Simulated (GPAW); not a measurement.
**linear Cr chain, spacing 2.355 A: which magnetic order is lowest**

Aim: find out whether linear Cr chain, spacing 2.355 A carries moments, and which collinear order costs least.

Calculated with GPAW 26.7.0; revPBE; plane waves with GPAW's PAW setups, scalar-relativistic.

### Step 1. Starting point

The cell holds 1 atom: 1 Cr. Its edges and angles: a = 12.000 Å, b = 12.000 Å, c = 2.355 Å, α = 90.0°, β = 90.0°, γ = 90.0°. model lattice. Vacuum lies along a and b. The structure's axis is c.

The settings of this session are not all sound (see the inputs), so it shows what such settings give, not the properties of the crystal.

### Step 2. Order 1, typed as ferro +

The parallel start comes first: it fits the smallest cell, keeps the most symmetry and shows whether parallel moments form.

The input, order1.py:

```python
import json
import numpy as np
from ase import Atoms
from ase.parallel import paropen, parprint
from gpaw import GPAW

atoms = Atoms(['Cr'],
    cell=[[12.0, 0.0, 0.0],
         [0.0, 12.0, 0.0],
         [0.0, 0.0, 2.355]],
    scaled_positions=[[0.5, 0.5, 0.0]],
    pbc=True,
    magmoms=[2.5])
atoms.calc = GPAW(mode={'name': 'pw', 'ecut': 360.0},
    xc='revPBE',
    kpts={'size': (1, 1, 12), 'gamma': True},
    occupations={'name': 'fermi-dirac', 'width': 0.15},
    convergence={'density': 1e-05, 'energy': 1e-05},
    maxiter=200,
    symmetry={'tolerance': 1e-4},
    txt='order1.txt')
e = atoms.get_potential_energy(force_consistent=True)
res = {'free_energy': e, 'energy_sigma0': atoms.get_potential_energy(), 'fermi_energy': atoms.calc.get_fermi_level()}
res['moments'] = atoms.get_magnetic_moments().tolist()
res['total'] = atoms.get_magnetic_moment()
parprint('site moments (muB):', np.round(res['moments'], 3))
parprint(f"total moment: {res['total']:.3f} muB")
parprint(f'free energy: {e:.6f} eV')
atoms.calc.write('order1.gpw')
with paropen('results.json', 'w') as f:
    json.dump(res, f)
```

Run with:

```console
OMP_NUM_THREADS=1 python3 order1.py > order1.log
```

Numbers of over 12 decimals in the logs are rounded to 6 here.

The log of the run:

```text
site moments (muB): [3.826]
total moment: 5.070 muB
free energy: -5.536833 eV

--- order1.txt ---
Input parameters:
  mode=PW(ecut=360.0),
  convergence={'density': 1e-05, 'energy': 1e-05},
  kpts=MonkhorstPack(size=(1, 1, 12), gamma=True),
  maxiter=200,
  occupations=Occupations(name='fermi-dirac', width=0.15),
  symmetry=Symmetry(tolerance=0.0001),
  xc=XC(name='revPBE')

Diagonalizing LCAO Hamiltonian
Converting LCAO to pw mode
        .----------------------------.
       /|                            |
      / |                            |
     /  .----------------------------.
    /  /                            /
   /  /                            /
  /  /                            /
 *  /              Cr            /
 | /                            /
 |/                            /
 *----------------------------*

Atoms  # Å, Bohr magnetons
|   | symbol |        x |        y |        z |    initial magnetic moments |
|---|--------|----------|----------|----------|-----------------------------|
| 0 |     Cr | 6.000000 | 6.000000 | 0.000000 | ( 0.0000,  0.0000,  2.5000) |

Unit cell  # Å
| periodic |         x |         y |        z |   lengths |    angles |
|----------|-----------|-----------|----------|-----------|-----------|
|      yes | 12.000000 |  0.000000 | 0.000000 | 12.000000 | 90.000000 |
|      yes |  0.000000 | 12.000000 | 0.000000 | 12.000000 | 90.000000 |
|      yes |  0.000000 |  0.000000 | 2.355000 |  2.355000 | 90.000000 |

Number of symmetries: 16

BZ-sampling:
  Number of BZ points: 12
  Number of IBZ points: 7

  Monkhorst-Pack size: [1, 1, 12]
  Monkhorst-Pack shift: [0.0, 0.0, 0.041667]

K-points  # in reciprocal-cell coordinates
|   |                                coordinates |     weight |
|---|--------------------------------------------|------------|
| 0 | (  0.00000000,   0.00000000,  -0.00000000) | 0.08333333 |
| 1 | (  0.00000000,   0.00000000,   0.08333333) | 0.16666667 |
| 2 | (  0.00000000,   0.00000000,   0.16666667) | 0.16666667 |
| 3 | (  0.00000000,   0.00000000,   0.25000000) | 0.16666667 |
| 4 | (  0.00000000,   0.00000000,   0.33333333) | 0.16666667 |
| 5 | (  0.00000000,   0.00000000,   0.41666667) | 0.16666667 |
| 6 | (  0.00000000,   0.00000000,   0.50000000) | 0.08333333 |

Plane wave coefficients: 5287
Cutoff: 360.0 eV

Spin-components: 2 (collinear spins)
Bands:           9
Projectors:      6
Spin-degeneracy: 1
Datatype:        complex128

Parallelization:
  kpt:    1
  domain: 1
  band:   1

Density:
  Valence electrons: 6.0
  Components: 2
  Grid points: [54 54 12]
  Charge: 0.0  # |e|

Potential:
  Grid points: [54 54 12]

species:
  Cr:
    name:    Chromium
    Z:       24.0
    valence: 6
    core:    18
    charge:  0.0  # [|e|]
    compensation charges:
      type: gauss
      rc: 0.35  # [Å]
      lmax: 2
    cutoffs:
      filter: 2.14  # [Å]
      core: 3.04  # [Å]
    projectors
    | kind |    occ | energy [eV] | rcut [Å] |
    |------|--------|-------------|----------|
    |   4s |  1.000 |      -3.933 |    1.164 |
    |   4p |  0.000 |      -0.966 |    1.217 |
    |   3d |  5.000 |      -2.850 |    1.111 |
    |    s |        |      23.278 |    1.164 |
    |    p |        |      26.245 |    1.217 |
    |    d |        |      24.362 |    1.111 |

    Using partial waves for Cr as LCAO basis

Reference energy: -28585.999204  # eV

eigensolver:
  PPCG
  Converge bands: occupied
  niter=2

density mixing:
  MSR1-Mixer
  Pratt-step length: 0.05
  Maximum mixing coefficient: 0.75
  Old densities: 10
  SVD Regularization: 0.005
  Good broyden scale: 1.0
  Trust region scale: 1.0
  Backstep threshold: 4.0
  History deletion threshold: 6.0
  Fourier metric: weight=20.0, sigma=0.015

occupation numbers:
  Fermi-Dirac:
    width: 0.1500  # eV

poisson solver:
  ecut: 2880.0  # eV

xc functional:
  name: revPBE with 2 nearest neighbor stencil

convergence criteria:
- Maximum integral of absolute [dens]ity change: 1e-05 electrons / valence electron
- Maximum [total energy] change in last 3 cyles: 1e-05 eV / valence electron
- Maximum integral of absolute [eigenst]ate change: 4e-08 eV^2 / valence electron
maximum number of iterations: 200

SCF iterations
|iter     |      energy | eigst |  dens |  magmom |
|---------|-------------|-------|-------|---------|
|iter:   1|       0s |   -6.547032 | +0.37 |       |  +2.4959|
|iter:   2|       1s |   -5.926409 | -1.31 | -0.23 |  +2.5439|
|iter:   3|       2s |   -5.129903 | -0.25 | -0.30 |  +3.0370|
|iter:   4|       2s |   -5.228668 | -1.31 | -0.84 |  +3.2321|
|iter:   5|       3s |   -5.332354 | -1.63 | -0.89 |  +3.7693|
|iter:   6|       4s |   -5.383799 | -1.85 | -1.14 |  +4.1624|
|iter:   7|       5s |   -5.441640 | -2.04 | -1.17 |  +4.6944|
|iter:   8|       5s |   -5.489000 | -2.22 | -1.34 |  +4.9998|
|iter:   9|       6s |   -5.493203 | -2.90 | -1.79 |  +5.0226|
|iter:  10|       7s |   -5.497459 | -3.46 | -2.24 |  +5.1002|
|iter:  11|       7s |   -5.493854 | -4.20 | -2.34 |  +5.0236|
|iter:  12|       8s |   -5.497382 | -4.23 | -2.24 |  +5.0960|
|iter:  13|       9s |   -5.495862 | -4.93 | -2.44 |  +5.0595|
|iter:  14|      10s |   -5.496395 | -5.63 | -2.88 |  +5.0710|
|iter:  15|      10s |   -5.496338 | -6.21 | -3.69 |  +5.0696|
|iter:  16|      11s |   -5.496353c| -6.70 | -4.59 |  +5.0700|
|iter:  17|      12s |   -5.496336c| -7.21 | -4.19 |  +5.0696|
|iter:  18|      12s |   -5.496336c| -7.61c| -5.37c|  +5.0696|

Converged in 18 steps
Energy contributions relative to reference atoms: (reference = -28585.999204)

Energy contributions:
  Kinetic:           9.593771
  Coulomb:          -9.045400
  Zero:              0.155117
  External:          0.000000
  Xc:               -6.159326
  Entropy:          -0.080994
  Spinorbit:         0.000000
  ----------------------------
  Free energy:      -5.536833
  Extrapolated:     -5.496336

dipole moment: (0.000065, 0.000065, -5.576228)  # |e|*Ang

Total magnetic moment: (0.000000, 0.000000, 5.069563)

Local magnetic moments
|        x |        y |        z |
|----------|----------|----------|
| 0.000000 | 0.000000 | 3.826338 |  # Cr   0

Fermi level: -2.932
Eigenvalues  # (at kpt = [0.000, 0.000, -0.000])
| band index |      eig [eV] | occ [0-1] |      eig [eV] | occ [0-1] |
|------------|---------------|-----------|---------------|-----------|
|          0 |        -7.522 |     1.000 |        -4.919 |     1.000 |
|          1 |        -5.394 |     1.000 |        -2.498 |     0.052 |
|          2 |        -4.627 |     1.000 |        -1.030 |     0.000 |
|          3 |        -4.626 |     1.000 |        -1.026 |     0.000 |
|          4 |        -2.676 |     0.153 |        -0.820 |     0.000 |
|          5 |        -2.676 |     0.153 |        -0.820 |     0.000 |
|          6 |        -2.361 |     0.022 |         0.364 |     0.000 |
|          7 |        -2.361 |     0.022 |         1.179 |     0.000 |
|          8 |         0.030 |     0.000 |         1.179 |     0.000 |

No gap
No difference between direct/indirect transitions
```

Wall time 16 s (1 MPI rank of Intel Xeon Platinum 8488C (Sapphire Rapids), shared host); peak memory 0.22 GiB.

Numbers from this step:

- magnetization: 5.070 μB
- final state: ferromagnetic
- largest moment: 3.826 μB

After 18 cycles the largest moment stands at 3.83 μB.

### Step 3. Run 2 (antiferro q=(0,0,1/2) +-)

An opposed order shows whether the pairs that it reverses prefer unlike signs.

This order needs a doubled cell of 2 atoms. Its mesh is chosen so that both cells sample the same points.

order2.py is the script of step 2 with these lines changed:

```diff
@@ -6,12 +6,13 @@
 
-atoms = Atoms(['Cr'],
+atoms = Atoms(['Cr', 'Cr'],
     cell=[[12.0, 0.0, 0.0],
          [0.0, 12.0, 0.0],
-         [0.0, 0.0, 2.355]],
-    scaled_positions=[[0.5, 0.5, 0.0]],
+         [0.0, 0.0, 4.71]],
+    scaled_positions=[[0.5, 0.5, 0.0],
+         [0.5, 0.5, 0.5]],
     pbc=True,
-    magmoms=[2.5])
+    magmoms=[2.5, -2.5])
 atoms.calc = GPAW(mode={'name': 'pw', 'ecut': 360.0},
     xc='revPBE',
-    kpts={'size': (1, 1, 12), 'gamma': True},
+    kpts={'size': (1, 1, 6), 'gamma': True},
     occupations={'name': 'fermi-dirac', 'width': 0.15},
@@ -20,3 +21,3 @@
     symmetry={'tolerance': 1e-4},
-    txt='order1.txt')
+    txt='order2.txt')
 e = atoms.get_potential_energy(force_consistent=True)
@@ -28,3 +29,3 @@
 parprint(f'free energy: {e:.6f} eV')
-atoms.calc.write('order1.gpw')
+atoms.calc.write('order2.gpw')
 with paropen('results.json', 'w') as f:
```

Run with:

```console
OMP_NUM_THREADS=1 python3 order2.py > order2.log
```

The log of the run:

```text
site moments (muB): [ 3.616 -3.616]
total moment: -0.000 muB
free energy: -12.541392 eV

--- order2.txt ---
Input parameters:
  mode=PW(ecut=360.0),
  convergence={'density': 1e-05, 'energy': 1e-05},
  kpts=MonkhorstPack(size=(1, 1, 6), gamma=True),
  maxiter=200,
  occupations=Occupations(name='fermi-dirac', width=0.15),
  symmetry=Symmetry(tolerance=0.0001),
  xc=XC(name='revPBE')

Diagonalizing LCAO Hamiltonian
Converting LCAO to pw mode
        .----------------------------.
       /|                            |
      / |                            |
     /  |                            |
    /   |                            |
   /    |                            |
  /     .----------------------------.
 *     /           Cr               /
 |    /                            /
 |   /                            /
 |  /              Cr            /
 | /                            /
 |/                            /
 *----------------------------*

Atoms  # Å, Bohr magnetons
|   | symbol |        x |        y |        z |    initial magnetic moments |
|---|--------|----------|----------|----------|-----------------------------|
| 0 |     Cr | 6.000000 | 6.000000 | 0.000000 | ( 0.0000,  0.0000,  2.5000) |
| 1 |     Cr | 6.000000 | 6.000000 | 2.355000 | ( 0.0000,  0.0000, -2.5000) |

Unit cell  # Å
| periodic |         x |         y |        z |   lengths |    angles |
|----------|-----------|-----------|----------|-----------|-----------|
|      yes | 12.000000 |  0.000000 | 0.000000 | 12.000000 | 90.000000 |
|      yes |  0.000000 | 12.000000 | 0.000000 | 12.000000 | 90.000000 |
|      yes |  0.000000 |  0.000000 | 4.710000 |  4.710000 | 90.000000 |

Number of symmetries: 16

BZ-sampling:
  Number of BZ points: 6
  Number of IBZ points: 4

  Monkhorst-Pack size: [1, 1, 6]
  Monkhorst-Pack shift: [0.0, 0.0, 0.083333]

Plane wave coefficients: 10574
Cutoff: 360.0 eV

Spin-components: 2 (collinear spins)
Bands:           12
Projectors:      12
Spin-degeneracy: 1
Datatype:        complex128

Parallelization:
  kpt:    1
  domain: 1
  band:   1

Density:
  Valence electrons: 12.0
  Components: 2
  Grid points: [54 54 21]
  Charge: 0.0  # |e|

Potential:
  Grid points: [54 54 21]

[... setups left out ...]
Reference energy: -57171.998407  # eV

eigensolver:
  PPCG
  Converge bands: occupied
  niter=2

density mixing:
  MSR1-Mixer
  Pratt-step length: 0.05
  Maximum mixing coefficient: 0.75
  Old densities: 10
  SVD Regularization: 0.005
  Good broyden scale: 1.0
  Trust region scale: 1.0
  Backstep threshold: 4.0
  History deletion threshold: 6.0
  Fourier metric: weight=20.0, sigma=0.015

occupation numbers:
  Fermi-Dirac:
    width: 0.1500  # eV

poisson solver:
  ecut: 2880.0  # eV

xc functional:
  name: revPBE with 2 nearest neighbor stencil

convergence criteria:
- Maximum integral of absolute [dens]ity change: 1e-05 electrons / valence electron
- Maximum [total energy] change in last 3 cyles: 1e-05 eV / valence electron
- Maximum integral of absolute [eigenst]ate change: 4e-08 eV^2 / valence electron
maximum number of iterations: 200

SCF iterations
|iter     |      energy | eigst |  dens |  magmom |
|---------|-------------|-------|-------|---------|
|iter:   1|       0s |  -13.609682 | +0.40 |       |  +0.0000|
|iter:   2|       2s |  -12.681597 | -1.15 | -0.23 |  +0.0000|
|iter:   3|       3s |  -12.250636 | -0.39 | -0.28 |  +0.0001|
|iter:   4|       4s |  -12.507612 | -0.89 | -0.62 |  -0.0004|
|iter:   5|       5s |  -12.500605 | -2.03 | -1.40 |  +0.0022|
|iter:   6|       7s |  -12.501011 | -2.29 | -1.60 |  -0.0025|
|iter:   7|       8s |  -12.499160 | -2.80 | -1.66 |  +0.0002|
|iter:   8|       9s |  -12.501107 | -3.48 | -2.11 |  -0.0002|
|iter:   9|      10s |  -12.501563 | -4.22 | -2.60 |  -0.0002|
|iter:  10|      12s |  -12.501768 | -4.84 | -2.97 |  +0.0000|
|iter:  11|      13s |  -12.501782 | -5.37 | -3.53 |  +0.0000|
|iter:  12|      14s |  -12.501789c| -6.04 | -4.27 |  +0.0000|
|iter:  13|      16s |  -12.501794c| -6.47 | -4.37 |  +0.0000|
|iter:  14|      17s |  -12.501793c| -7.10 | -4.65 |  +0.0000|
|iter:  15|      18s |  -12.501794c| -7.55c| -5.25c|  -0.0000|

Converged in 15 steps
Energy contributions relative to reference atoms: (reference = -57171.998407)

Energy contributions:
  Kinetic:           8.694773
  Coulomb:          -9.584719
  Zero:              0.346465
  External:          0.000000
  Xc:              -11.918715
  Entropy:          -0.079196
  Spinorbit:         0.000000
  ----------------------------
  Free energy:     -12.541392
  Extrapolated:    -12.501794

dipole moment: (0.000130, 0.000130, -11.111354)  # |e|*Ang

Total magnetic moment: (0.000000, 0.000000, -0.000001)

Local magnetic moments
|        x |        y |         z |
|----------|----------|-----------|
| 0.000000 | 0.000000 |  3.615580 |  # Cr   0
| 0.000000 | 0.000000 | -3.615574 |  # Cr   1

Fermi level: -3.194
Eigenvalues  # (at kpt = [0.000, 0.000, 0.000])
| band index |      eig [eV] | occ [0-1] |      eig [eV] | occ [0-1] |
|------------|---------------|-----------|---------------|-----------|
|          0 |        -6.027 |     1.000 |        -6.027 |     1.000 |
|          1 |        -4.522 |     1.000 |        -4.523 |     1.000 |
|          2 |        -4.522 |     1.000 |        -4.523 |     1.000 |
|          3 |        -4.324 |     0.999 |        -4.324 |     0.999 |
|          4 |        -3.857 |     0.988 |        -3.857 |     0.988 |
|          5 |        -3.857 |     0.988 |        -3.857 |     0.988 |
|          6 |        -1.644 |     0.000 |        -1.644 |     0.000 |
|          7 |        -0.411 |     0.000 |        -0.411 |     0.000 |
|          8 |        -0.170 |     0.000 |        -0.170 |     0.000 |
|          9 |        -0.156 |     0.000 |        -0.156 |     0.000 |
|         10 |         0.315 |     0.000 |         0.315 |     0.000 |
|         11 |         0.315 |     0.000 |         0.315 |     0.000 |

Gap: 0.818 eV
Transition (v -> c):
  (s=0, k=3, n=5, [0.00, 0.00, 0.50]) -> (s=0, k=3, n=6, [0.00, 0.00, 0.50])
No difference between direct/indirect transitions
```

It took 22 s on 1 MPI rank; peak memory 0.31 GiB.

Numbers from this step:

```yaml
magnetization: 0 μB
final_state: antiferromagnetic
largest_moment: 3.616 μB
```

It lies 734 meV a seeded atom under the first start, and its largest moment is 3.62 μB against 3.83 μB.

### Step 4. Run 3 (no spin polarisation)

A run without seeds gives the energy of the state without moments.

The input, nospin.py:

```python
import json
import numpy as np
from ase import Atoms
from ase.parallel import paropen, parprint
from gpaw import GPAW

atoms = Atoms(['Cr'],
    cell=[[12.0, 0.0, 0.0],
         [0.0, 12.0, 0.0],
         [0.0, 0.0, 2.355]],
    scaled_positions=[[0.5, 0.5, 0.0]],
    pbc=True)
atoms.calc = GPAW(mode={'name': 'pw', 'ecut': 360.0},
    xc='revPBE',
    kpts={'size': (1, 1, 12), 'gamma': True},
    occupations={'name': 'fermi-dirac', 'width': 0.15},
    convergence={'density': 1e-05, 'energy': 1e-05},
    maxiter=200,
    symmetry={'tolerance': 1e-4},
    txt='nospin.txt')
e = atoms.get_potential_energy(force_consistent=True)
res = {'free_energy': e, 'energy_sigma0': atoms.get_potential_energy(), 'fermi_energy': atoms.calc.get_fermi_level()}
parprint(f'free energy: {e:.6f} eV')
atoms.calc.write('nospin.gpw')
with paropen('results.json', 'w') as f:
    json.dump(res, f)
```

Run with:

```console
OMP_NUM_THREADS=1 python3 nospin.py > nospin.log
```

The log of the run:

```text
free energy: -4.413757 eV

--- nospin.txt ---
Input parameters:
  mode=PW(ecut=360.0),
  convergence={'density': 1e-05, 'energy': 1e-05},
  kpts=MonkhorstPack(size=(1, 1, 12), gamma=True),
  maxiter=200,
  occupations=Occupations(name='fermi-dirac', width=0.15),
  symmetry=Symmetry(tolerance=0.0001),
  xc=XC(name='revPBE')

Diagonalizing LCAO Hamiltonian
Converting LCAO to pw mode
        .----------------------------.
[...]
| band index |      eig [eV] | occ [0-2] |
|------------|---------------|-----------|
|          0 |        -6.516 |     2.000 |
|          1 |        -4.506 |     1.995 |
|          2 |        -3.937 |     1.792 |
|          3 |        -3.937 |     1.791 |
|          4 |        -1.878 |     0.000 |
|          5 |        -1.878 |     0.000 |
|          6 |        -1.782 |     0.000 |
|          7 |        -1.782 |     0.000 |

No gap
No difference between direct/indirect transitions


[key lines of the parts left out:]
Free energy:      -4.413757
Converged in 15 steps
dipole moment: (0.000065, 0.000065, -5.663310)  # |e|*Ang
Fermi level: -3.614
```

Run time: 7.5 s. Hardware: 1 MPI rank; peak memory 0.18 GiB.

Numbers from this step:

| Item | Value |
| --- | --- |
| final state | non-magnetic (no spin polarisation) |

It lies 1123 meV a seeded atom over the first start.

### Step 5. Ranking

These are free energies at a smearing of 0.15 eV, so its entropy term is in the differences. They are divided by the number of seeded atoms, so that cells of unlike size compare. Wavevectors q in the names are fractions of the reciprocal vectors of the first run's cell.

Orders:

| start | final state | typed order kept | energy over the lowest (meV a seeded atom) | largest site moment (μB) | net moment (μB a primitive cell) | mesh matched | CPU time (s) |
| --- | --- | --- | --- | --- | --- | --- | --- |
| ferro + | ferromagnetic | yes | 733.9 | 3.826 | 5.07 | yes | 15.51 |
| antiferro q=(0,0,1/2) +- | antiferromagnetic | yes | 0 | 3.616 | 0 | yes | 21.54 |
| no spin polarisation | non-magnetic | - | 1857 | 0 | 0 | yes | 7.36 |

### Step 6. What came out

- lowest state found: antiferromagnetic (typed antiferro q=(0,0,1/2) +-)
- largest site moment: 3.62 μB
- next state: ferromagnetic, 734 meV a seeded atom higher
- energy gained by spin polarisation: 1857 meV a seeded atom

**Reading.** The lowest state found is antiferromagnetic, reached from the start antiferro q=(0,0,1/2) +-, with moments up to 3.62 μB. The next state costs 734 meV a seeded atom. Only 3 starts are shown; other collinear patterns, canted and longer-period orders are not.

[Logs and program files are shortened in this print: banners, set-up blocks, solver, clock and traceback lines can be left out without a mark of their own.]

[Logs are printed without paths, hosts, clocks, repeated set-up lines and the standing remarks that a program may print on its own settings, such as how far it seeks lower states.]

[Hosts, paths, dates, database ids (printed as entryN), source tags and the programs' standing remarks are cut or masked in the printed files.]

[Where a cell is said to come from a database of computed structures, the database is the Materials Project.]
